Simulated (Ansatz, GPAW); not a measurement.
# How SrVS3 (model structure) absorbs and reflects light

Aim: the dielectric function of SrVS3 (model structure), and the optical constants that follow from it. The cell was made here by substitution or stacking, whether or not such a phase is known. It was built so: All O replaced by S in the Pm-3m structure of SrVO3. The cell is first relaxed with Ansatz.

Calculated with GPAW 26.7.0; DFT, PBE, plane-wave PAW (GPAW data sets), scalar-relativistic, RPA, optical limit.

## (1) The starting structure

Symmetry: Pm-3m, No. 221, cubic system. Conventional cell: a = 4.582 Å, b = 4.582 Å, c = 4.582 Å, α = 90.00°, β = 90.00°, γ = 90.00°. Sr has 12 S at 3.24 Å nearest. Nearest to V lie 6 S at 2.29 Å. Nearest to S lie 2 V at 2.29 Å and 4 Sr at 3.24 Å. All O replaced by S in the Pm-3m structure of SrVO3. Farther neighbours and most contacts between anions are not listed.

## (2) Relaxation

Spectra hang on bond lengths, so the cell is first brought to its minimum.

This step: DFT, PBE, plane-wave PAW, default files, scalar-relativistic, relaxation (Ansatz 0.2.0).

Contents of input.yaml:

```yaml
crystal:
  lattice:
    - [4.581645, 0.0, 0.0]
    - [0.0, 4.581645, 0.0]
    - [0.0, 0.0, 4.581645]
  atoms:
    - { symbol: Sr, position: [0.5, 0.5, 0.5] }
    - { symbol: V, position: [0.0, 0.0, 0.0], spin: 2.0 }
    - { symbol: S, position: [0.0, 0.0, 0.5] }
    - { symbol: S, position: [0.0, 0.5, 0.0] }
    - { symbol: S, position: [0.5, 0.0, 0.0] }
magnetization:
  spin_polarized: true
kpoints:
  mp_grid: { grid: [5, 5, 5] }
scf:
  occupations: { method: fermi_dirac, width: 0.05 }
hamiltonian:
  xc: pbe
output:
  forces: true
  stress: true
  write_density: true
  write_potential: true
  elf: true
  volumetric_format: npy
relax:
  f_tol: 0.02
  max_steps: 50
  cell: {}
```

The run is started by

```bash
$ ansatz run input.yaml --threads 1 --pin off --max-ram 4096MiB --backend cpu --events-out ev --progress --plain --runs-dir out
```

Numbers of over 12 decimals in the logs are rounded to 6 here.

What it wrote:

```text
Engine: ansatz 0.2.0, aarch64-unknown-linux-gnu
Pseudopotentials: kind: paw
Pseudopotential: Sr, paw, valence charge 10, recommended cutoff 420 eV (normal), Sr.paw.azcp
Pseudopotential: V, paw, valence charge 13, recommended cutoff 420 eV (normal), V.paw.azcp
Pseudopotential: S, paw, valence charge 6, recommended cutoff 420 eV (normal), S.paw.azcp
Functional definition: PBE
  parameter kappa = 0.804
  parameter beta = 0.066725
  exchange = pbe_x(kappa = kappa, mu = beta*pi^2/3)
  correlation = pbe_c(beta = beta)
Crystal: 5 atoms, lattice volume = 96.175 Å³
Basis set: ecut = 420 eV, 1863 PW (Γ), exchange–correlation on 64×64×64 points (8 copies of the dense FFT grid, shifted against one another)
Bands: 27, of which v1, the nominal top of the filled ones, is band 21 counted from 1 (20 counted from 0)
Symmetry: 48 space group operations
Space group: Pm-3m (ITA 221), of the structure as read, at distance tolerance 4.6e-5 Å
Magnetic group: BNS 221.92 (UNI 1594), of the structure as read, at distance tolerance 4.6e-5 Å
k-points: 10 of 125
Non-local potential: Sr, projectors of the file, l = 0: 3, l = 1: 2, l = 2: 2
Non-local potential: V, projectors of the file, l = 0: 3, l = 1: 2, l = 2: 3, l = 3: 1
Non-local potential: S, projectors of the file, l = 0: 2, l = 1: 2, l = 2: 2
PAW form: soft (Blöchl's): semilocal exchange-correlation on the pseudo side does not see the compensation charge
PAW one-centre angular grid: Sr, 110 points (default); XC on 64 Gauss nodes
PAW one-centre angular grid: V, 590 points (default); XC on 64 Gauss nodes
PAW one-centre angular grid: S, 110 points (default); XC on 64 Gauss nodes
Initial density: superposition of atomic densities (chi_scale 0.1, normalization cell, long waves kept (reshape's long-wave potential 0.00 eV rms))
Starting moments: Σ|m| = 2 μB on 1 of 5 sites
Initial wavefunctions: pseudopotential atomic-orbital guess
Functional: x = pbe(κ = 0.804, μ = 0.219515), c = pbe(β = 0.066725)
iter 1 solved again at ethr=2.96e-3 eV; its pass at ethr=3.10e-3 eV (dr2=1.21e0 eV) is discarded
SCF iter   1: F=—  HF=-9168.649530 eV  |F-HF|=—  |Δ(HF+E_count)|=         —  Δρ=3.14e-2 (↑3.14e-2 ↓1.85e-2)  dr2=1.23e0  dr2_m=3.42e-1  M=1.041 μB ∫|m|=1.515 μB  β_m=0.30  ethr=2.96e-3  ⟨swp⟩=1.1  Hψ=3477  notcnv=0
Mixer restart at iter 1: flushing history
preconditioner: auto → Kerker (q_TF=auto, 2.367 Å⁻¹)  [metal: Δε(μ)=0.109 eV  Ē_g=10.566 eV  σ=0.050 eV  W_gap=0.49  n_scr=18 (ndim 8)  ℏωp=21.1 eV  f_vac=0.000  D(μ)=1.52/eV (n_scr^D=6)]
spin=Collinear: Kerker preconditioning applied to the charge; magnetization (m = ρ↑ − ρ↓) channel mixes plain (no charge-response kernel on spin).
SCF iter   2: F=—  HF=-9168.275109 eV  |F-HF|=—  |Δ(HF+E_count)|=   3.74e-1  Δρ=1.80e-2 (↑1.80e-2 ↓1.61e-2)  dr2=5.08e-1  dr2_m=1.60e-1  M=1.032 μB ∫|m|=1.494 μB  β_m=0.52  ethr=2.96e-3  ⟨swp⟩=2.1  Hψ=742  notcnv=0  defer=2
SCF iter   3: F=—  HF=-9168.427063 eV  |F-HF|=—  |Δ(HF+E_count)|=   1.52e-1  Δρ=1.21e-2 (↑6.70e-3 ↓1.21e-2)  dr2=1.95e-1  dr2_m=5.83e-2  M=0.852 μB ∫|m|=1.325 μB  β_m=0.76  ethr=1.24e-3  ⟨swp⟩=2.9  Hψ=1068  notcnv=0  defer=9
SCF iter   4: F=—  HF=-9168.577367 eV  |F-HF|=—  |Δ(HF+E_count)|=         —  Δρ=8.15e-3 (↑8.15e-3 ↓3.97e-3)  dr2=2.55e-2  dr2_m=2.83e-2  M=0.781 μB ∫|m|=0.850 μB  β_m=0.76  ethr=4.77e-4  ⟨swp⟩=3.1  Hψ=1137  notcnv=0  defer=9
Mixer restart at iter 4: flushing history
SCF iter   5: F=—  HF=-9168.600210 eV  |F-HF|=—  |Δ(HF+E_count)|=   2.28e-2  Δρ=2.52e-3 (↑2.52e-3 ↓1.77e-3)  dr2=3.29e-3  dr2_m=3.48e-3  M=0.781 μB ∫|m|=0.812 μB  β_m=0.88  ethr=6.22e-5  ⟨swp⟩=2.5  Hψ=1231  notcnv=0
SCF iter   6: F=—  HF=-9168.603374 eV  |F-HF|=—  |Δ(HF+E_count)|=   3.16e-3  Δρ=1.42e-3 (↑1.42e-3 ↓3.84e-4)  dr2=3.27e-3  dr2_m=2.96e-4  M=0.777 μB ∫|m|=0.793 μB  β_m=0.83  ethr=8.03e-6  ⟨swp⟩=2.2  Hψ=971  notcnv=0
SCF iter   7: F=—  HF=-9168.602915 eV  |F-HF|=—  |Δ(HF+E_count)|=   4.59e-4  Δρ=4.27e-4 (↑4.27e-4 ↓2.22e-4)  dr2=2.48e-4  dr2_m=1.66e-5  M=0.779 μB ∫|m|=0.794 μB  β_m=0.86  ethr=7.97e-6  ⟨swp⟩=2.1  Hψ=1061  notcnv=0
SCF iter   8: F=—  HF=-9168.603227 eV  |F-HF|=—  |Δ(HF+E_count)|=   3.12e-4  Δρ=2.75e-4 (↑2.75e-4 ↓1.58e-4)  dr2=2.24e-4  dr2_m=3.68e-6  M=0.780 μB ∫|m|=0.795 μB  β_m=0.93  ethr=6.05e-7  ⟨swp⟩=2.0  Hψ=907  notcnv=0
SCF iter   9: F=—  HF=-9168.603280 eV  |F-HF|=—  |Δ(HF+E_count)|=   5.27e-5  Δρ=2.98e-5 (↑2.98e-5 ↓2.95e-5)  dr2=6.77e-6  dr2_m=3.26e-8  M=0.779 μB ∫|m|=0.794 μB  β_m=0.96  ethr=5.46e-7  ⟨swp⟩=2.2  Hψ=846  notcnv=0
SCF iter  10: F=—  HF=-9168.603556 eV  |F-HF|=—  |Δ(HF+E_count)|=   2.76e-4  Δρ=1.44e-5 (↑8.67e-6 ↓1.44e-5)  dr2=5.66e-7  dr2_m=1.27e-8  M=0.779 μB ∫|m|=0.794 μB  β_m=0.98  ethr=1.65e-8  ⟨swp⟩=2.0  Hψ=870  notcnv=0
SCF iter  11: F=—  HF=-9168.603556 eV  |F-HF|=—  |Δ(HF+E_count)|=   4.23e-8  Δρ=2.80e-6 (↑2.80e-6 ↓2.20e-6)  dr2=3.76e-8  dr2_m=2.42e-10  M=0.779 μB ∫|m|=0.794 μB  β_m=0.99  ethr=1.38e-9  ⟨swp⟩=2.0  Hψ=951  notcnv=0
SCF iter  12: F=-9168.603556 eV  HF=-9168.603556 eV  |F-HF|=2.92e-8  |Δ(HF+E_count)|=   5.58e-9  Δρ=2.69e-6 (↑2.69e-6 ↓1.93e-6)  dr2=3.23e-8  dr2_m=1.77e-10  M=0.779 μB ∫|m|=0.794 μB  ethr=9.18e-11  ⟨swp⟩=6.0  Hψ=3298  notcnv=0
SCF 1 converged in 12 iterations: F = -9168.603556 eV  dr2 = 3.23e-8
  greatest PAW one-centre occupation: 1.000 electrons in one spin orbital (limit 2), on the V atom at site 1 (counted from 0), in its partial waves of l = 0
relax step   1: F+E_penalty+E_count = -9168.60355581 eV  Δ(F+E_penalty+E_count) = +0.000e0 eV  max|allowed force component| = 4.370e-29 eV/Å  Δτ_max = 0.0000 Å  P = +6.157 GPa  Ω = 96.175 Å³  (12 SCF iters, dr2 threshold 1.00e-7 eV, accepted)
Crystal: 5 atoms, lattice volume = 101.760 Å³
Basis set: ecut = 420 eV, 1935 PW (Γ), exchange–correlation on 64×64×64 points (8 copies of the dense FFT grid, shifted against one another)
Initial density: handed on by an earlier stage of this run
Starting moments: Σ|m| = 2 μB on 1 of 5 sites; this step starts from the density that it was given
Initial wavefunctions: those handed on with the density
iter 1 solved again at ethr=3.36e-5 eV; its pass at ethr=3.10e-3 eV (dr2=1.38e-2 eV) is discarded
SCF iter   1: F=—  HF=-9168.718874 eV  |F-HF|=—  |Δ(HF+E_count)|=         —  Δρ=3.90e-3 (↑3.90e-3 ↓1.71e-3)  dr2=1.40e-2  dr2_m=5.64e-3  M=0.793 μB ∫|m|=0.815 μB  β_m=0.30  ethr=3.36e-5  ⟨swp⟩=1.0  Hψ=2965  notcnv=0
preconditioner: auto → Kerker (q_TF=auto, 2.345 Å⁻¹)  [metal: Δε(μ)=0.078 eV  Ē_g=9.804 eV  σ=0.050 eV  W_gap=0.35  n_scr=26 (ndim 8)  ℏωp=20.5 eV  f_vac=0.000  D(μ)=2.52/eV (n_scr^D=18)]
[...]
SCF iter   7: F=—  HF=-9168.725160 eV  |F-HF|=—  |Δ(HF+E_count)|=   1.90e-6  Δρ=2.99e-6 (↑2.40e-6 ↓2.99e-6)  dr2=6.39e-8  dr2_m=4.32e-10  M=0.786 μB ∫|m|=0.838 μB  β_m=0.98  ethr=4.71e-9  ⟨swp⟩=2.1  Hψ=988  notcnv=0
SCF iter   8: F=—  HF=-9168.725160 eV  |F-HF|=—  |Δ(HF+E_count)|=   7.20e-8  Δρ=1.15e-5 (↑1.15e-5 ↓7.39e-6)  dr2=6.11e-7  dr2_m=4.72e-9  M=0.786 μB ∫|m|=0.838 μB  β_m=0.99  ethr=1.56e-10  ⟨swp⟩=2.0  Hψ=721  notcnv=0
SCF iter   9: F=-9168.725160 eV  HF=-9168.725160 eV  |F-HF|=8.56e-8  |Δ(HF+E_count)|=   4.26e-8  Δρ=4.63e-6 (↑4.63e-6 ↓2.82e-6)  dr2=9.20e-8  dr2_m=8.68e-10  M=0.786 μB ∫|m|=0.838 μB  ethr=1.56e-10  ⟨swp⟩=6.9  Hψ=3115  notcnv=0
SCF 3 converged in 9 iterations: F = -9168.725160 eV  dr2 = 9.20e-8
relax step   3: F+E_penalty+E_count = -9168.72516013 eV  Δ(F+E_penalty+E_count) = -3.172e-3 eV  max|allowed force component| = 7.461e-31 eV/Å  Δτ_max = 0.0000 Å  P = +0.092 GPa  Ω = 102.806 Å³  energy of the carried Pulay correction = -6.643e-4 eV  (9 SCF iters, dr2 threshold 5.00e-7 eV, accepted)
[...]
relax step   4: F+E_penalty+E_count = -9168.72518285 eV  Δ(F+E_penalty+E_count) = -2.273e-5 eV  max|allowed force component| = 5.391e-30 eV/Å  Δτ_max = 0.0000 Å  P = +0.002 GPa  Ω = 102.924 Å³  energy of the carried Pulay correction = -6.757e-4 eV  (7 SCF iters, dr2 threshold 2.10e-8 eV, accepted)
Initial wavefunctions: pseudopotential atomic-orbital guess (no wavefunctions were taken with the density)
iter 1 solved again at ethr=3.72e-7 eV; its pass at ethr=3.10e-3 eV (dr2=1.53e-4 eV) is discarded
SCF iter   1: F=—  HF=-9168.725911 eV  |F-HF|=—  |Δ(HF+E_count)|=         —  Δρ=5.51e-5 (↑5.51e-5 ↓4.87e-5)  dr2=4.21e-7  dr2_m=4.27e-8  M=0.786 μB ∫|m|=0.839 μB  β_m=0.65  ethr=3.72e-7  ⟨swp⟩=4.2  Hψ=4413  notcnv=0
preconditioner: auto → Kerker (q_TF=auto, 2.193 Å⁻¹)  [metal: Δε(μ)=0.082 eV  Ē_g=9.801 eV  σ=0.050 eV  W_gap=0.35  n_scr=18 (ndim 8)  ℏωp=20.4 eV  f_vac=0.000  D(μ)=2.62/eV (n_scr^D=18)]
spin=Collinear: Kerker preconditioning applied to the charge; magnetization (m = ρ↑ − ρ↓) channel mixes plain (no charge-response kernel on spin).
SCF iter   2: F=—  HF=-9168.725987 eV  |F-HF|=—  |Δ(HF+E_count)|=   7.64e-5  Δρ=1.99e-5 (↑1.99e-5 ↓1.78e-5)  dr2=5.78e-8  dr2_m=5.97e-9  M=0.786 μB ∫|m|=0.839 μB  β_m=0.65  ethr=1.03e-9  ⟨swp⟩=2.4  Hψ=980  notcnv=0
SCF iter   3: F=—  HF=-9168.725998 eV  |F-HF|=—  |Δ(HF+E_count)|=   1.13e-5  Δρ=8.26e-7 (↑8.26e-7 ↓5.23e-7)  dr2=1.39e-9  dr2_m=5.98e-11  M=0.786 μB ∫|m|=0.839 μB  β_m=0.82  ethr=1.41e-10  ⟨swp⟩=2.2  Hψ=950  notcnv=0
SCF iter   4: F=—  HF=-9168.725995 eV  |F-HF|=—  |Δ(HF+E_count)|=   2.72e-6  Δρ=2.99e-7 (↑2.16e-7 ↓2.99e-7)  dr2=6.77e-10  dr2_m=5.90e-12  M=0.786 μB ∫|m|=0.839 μB  β_m=0.91  ethr=3.39e-12  ⟨swp⟩=2.0  Hψ=981  notcnv=0
SCF iter   5: F=—  HF=-9168.725995 eV  |F-HF|=—  |Δ(HF+E_count)|=  2.51e-10  Δρ=1.31e-7 (↑1.31e-7 ↓1.31e-7)  dr2=1.89e-10  dr2_m=9.72e-13  M=0.786 μB ∫|m|=0.839 μB  β_m=0.96  ethr=1.65e-12  ⟨swp⟩=2.0  Hψ=798  notcnv=0
SCF iter   6: F=—  HF=-9168.725995 eV  |F-HF|=—  |Δ(HF+E_count)|=  1.16e-10  Δρ=6.20e-8 (↑4.52e-8 ↓6.20e-8)  dr2=1.34e-11  dr2_m=1.44e-13  M=0.786 μB ∫|m|=0.839 μB  β_m=0.98  ethr=1.00e-12  ⟨swp⟩=2.0  Hψ=789  notcnv=0
SCF iter   7: F=—  HF=-9168.725995 eV  |F-HF|=—  |Δ(HF+E_count)|=  5.82e-11  Δρ=3.47e-8 (↑3.47e-8 ↓2.15e-8)  dr2=4.32e-12  dr2_m=5.48e-14  M=0.786 μB ∫|m|=0.839 μB  β_m=0.99  ethr=1.00e-12  ⟨swp⟩=1.5  Hψ=566  notcnv=0
SCF iter   8: F=—  HF=-9168.725995 eV  |F-HF|=—  |Δ(HF+E_count)|=  1.82e-12  Δρ=2.53e-8 (↑2.53e-8 ↓1.69e-8)  dr2=2.41e-12  dr2_m=2.58e-14  M=0.786 μB ∫|m|=0.839 μB  β_m=0.83  ethr=1.00e-12  ⟨swp⟩=1.5  Hψ=562  notcnv=0
SCF iter   9: F=—  HF=-9168.725995 eV  |F-HF|=—  |Δ(HF+E_count)|=  1.09e-11  Δρ=1.14e-7 (↑1.14e-7 ↓7.11e-8)  dr2=5.69e-11  dr2_m=4.88e-13  M=0.786 μB ∫|m|=0.839 μB  β_m=0.91  ethr=1.00e-12  ⟨swp⟩=1.0  Hψ=540  notcnv=0
SCF iter  10: F=-9168.725995 eV  HF=-9168.725995 eV  |F-HF|=1.82e-12  |Δ(HF+E_count)|=  7.28e-12  Δρ=1.29e-8 (↑1.29e-8 ↓8.11e-9)  dr2=7.10e-13  dr2_m=6.22e-15  M=0.786 μB ∫|m|=0.839 μB  ethr=1.00e-12  ⟨swp⟩=4.0  Hψ=1959  notcnv=0
SCF 5 converged in 10 iterations: F = -9168.725995 eV  dr2 = 7.10e-13
relax step   5: F+E_penalty+E_count = -9168.72599549 eV  Δ(F+E_penalty+E_count) = -8.126e-4 eV  max|allowed force component| = 1.951e-29 eV/Å  Δτ_max = 0.0000 Å  P = +0.010 GPa  Ω = 102.924 Å³  stress off target by 1.00e-2 GPa  SCF on the basis re-selected at this cell (its energy is not comparable with the rows above)  (10 SCF iters)
basis re-selected at this cell: Δ(F+E_penalty+E_count) = -8.126e-4 eV, ΔP = +0.008 GPa vs the last step (what re-selecting the basis moved, of the pressure what is left beyond the Pulay correction that the steps carried, after the strain that the cell walked since its last selection, with what the two solves' SCF thresholds leave and, on support functions, any second-order correction that the steps lacked; it is no m [...]
SCF converged after 10 iterations
Magnetization: 0.7859 μB (20.8929 up, 20.1071 down)
Absolute magnetization: 0.8392 μB (∫|ρ↑−ρ↓|, with the PAW one-centre terms)
Spin contamination: 0.0355 ħ² per cell (⟨S²⟩ above its minimum at these occupations)
Per-site moments (μB) at R_I (Å): [(0.00344536, 1.366934), (0.672210, 0.966568), (-0.00785252, 0.966568), (-0.00785252, 0.966568), (-0.00785252, 0.966568)]
Free energy (F): -9168.725995 eV
Harris-Foulkes:  -9168.725995 eV  (|F-HF|=1.82e-12)
Internal energy: -9168.703584 eV  (E = F + TS)
E sigma→0 (E₀):  -9168.714790 eV
Entropy (-TS):   -0.022411 eV (-4.482 meV/atom)
Fermi energy:    8.583411 eV
--- Per-component energies (eV) ---
  E_band       = -313.728506
  E_kinetic    = 902.456405
  E_local      = -2504.915273  (includes V_loc(G=0)·N_el)
  E_nonlocal   = 239.453507
  E_hartree    = 946.035510
  E_xc         = -596.462372
  E_vxc        = -591.533745  (∫ρ·V_xc dr)
  E_paw        = -5607.132004  (= ΣΔE_a)
  E_vpaw       = -251.260726  (= ΣTr[D̂ρ^β])
  E_aug_tail   = 0.000264  (compensation charges beyond the density's cutoff)
  E_ewald      = -2548.139622
  E_smearing   = -0.022411  (= −TS)
  E_closure    = 0.000000  (closes the sum)
  Σ components = -9168.725995   (vs F -9168.725995, Δ=0.00e0)
--- Forces (eV/Å), atoms counted from 1 ---
  atom   1  Sr    -0.00000000     0.00000000     0.00000000
  atom   2  V      0.00000000    -0.00000000     0.00000000
  atom   3  S      0.00000000     0.00000000     0.00000000
  atom   4  S     -0.00000000    -0.00000000    -0.00000000
  atom   5  S     -0.00000000     0.00000000     0.00000000
  max |Σ_I F_I| component: 2.87e-29 eV/Å
--- Stress (GPa, compression-positive) ---
        0.010013      -0.000000       0.000000
       -0.000000       0.010013      -0.000000
        0.000000      -0.000000       0.010013
  P = ⅓ Tr σ = 0.0100 GPa (0.100 kbar)
--- Band table (eV; the first three rows and the last of 20) ---
  k-point 0 ↑: bands = [... 17 lower, 7.3361, 7.3361, 7.3361, 8.1553, 8.1553, 8.1553, 8.7529, 8.7529, ... 2 higher]
  k-point 1 ↑: bands = [... 17 lower, 6.9396, 7.3586, 7.7110, 7.7110, 8.5897, 8.5897, 8.7972, 9.6870, ... 2 higher]
  k-point 2 ↑: bands = [... 17 lower, 6.2803, 7.3959, 7.6598, 7.6598, 8.8299, 9.1810, 9.1810, 10.3312, ... 2 higher]
  k-point 9 ↓: bands = [... 17 lower, 8.2925, 8.2925, 8.5007, 9.8130, 9.8605, 9.8605, 12.0861, 12.9014, ... 2 higher]
--- Relaxed structure (4 steps of the walk, 4 accepted, 1 SCFs on fresh bases) ---
  F+E_penalty+E_count = -9168.72599549 eV   max|allowed force component| = 1.951e-29 eV/Å   (the final SCF, on the basis selected at the relaxed cell)
  cell:  # Å, volume = 102.9237 Å³
    - [4.686390, 0, 0]
    - [0, 4.686390, 0.0]
    - [0, 0.0, 4.686390]
  atoms:
    - { symbol: Sr, position: [0.500000, 0.500000, 0.500000] }
    - { symbol: V, position: [0, 0, 0] }
    - { symbol: S, position: [0, 0, 0.500000] }
    - { symbol: S, position: [0, 0.500000, 0] }
    - { symbol: S, position: [0.500000, 0, 0] }
```

The job ended after 21 s (1 thread of Arm Neoverse V2, shared host; peak memory 0.38 GiB).

The steps of the relaxation:

```
step  energy less that of the first step (eV)  largest force component (eV/Å)  pressure (GPa)  volume (Å³)
   1                                   0.0000                          0.0000            6.16        96.18
   2                                  -0.1184                          0.0000            0.92       101.76
   3                                  -0.1216                          0.0000            0.09       102.81
   4                                  -0.1216                          0.0000            0.00       102.92
  5*                                  -0.1224                          0.0000            0.01       102.92
```

Relaxation steps marked * repeat the geometry before them on a plane-wave basis chosen anew for their cell, so energy and pressure can jump there.

Forces are held to the 48 operations that the run works with; a distortion that breaks them can't arise in this run.

```
conventional cell, symmetrised  before  after  change
                         a (Å)   4.582  4.686  +2.3 %
                         b (Å)   4.582  4.686  +2.3 %
                         c (Å)   4.582  4.686  +2.3 %
              volume (Å³/atom)   19.24  20.58  +7.0 %
```

The relaxed structure:

```cif
data_structure
_symmetry_space_group_name_H-M 'P 1'
_symmetry_Int_Tables_number 1
_cell_length_a 4.6864
_cell_length_b 4.6864
_cell_length_c 4.6864
_cell_angle_alpha 90.000
_cell_angle_beta 90.000
_cell_angle_gamma 90.000
_cell_volume 102.92
loop_
_atom_site_label
_atom_site_type_symbol
_atom_site_fract_x
_atom_site_fract_y
_atom_site_fract_z
_atom_site_occupancy
Sr1 Sr 0.50000 0.50000 0.50000 1
V2 V 0.00000 0.00000 0.00000 1
S3 S 0.00000 0.00000 0.50000 1
S4 S 0.00000 0.50000 0.00000 1
S5 S 0.50000 0.00000 0.00000 1
```

The relaxation ends with a pressure of 0.01 GPa.

[end of part 1 of 3]

[Machine, clock and banner lines and Python warnings are left out of the logs.]

[Logs are printed without paths, hosts, clocks, repeated set-up lines and the standing remarks that a program may print on its own settings, such as how far it seeks lower states.]

[Hosts, paths, dates, database ids (printed as entryN), source tags and the programs' standing remarks are cut or masked in the printed files.]
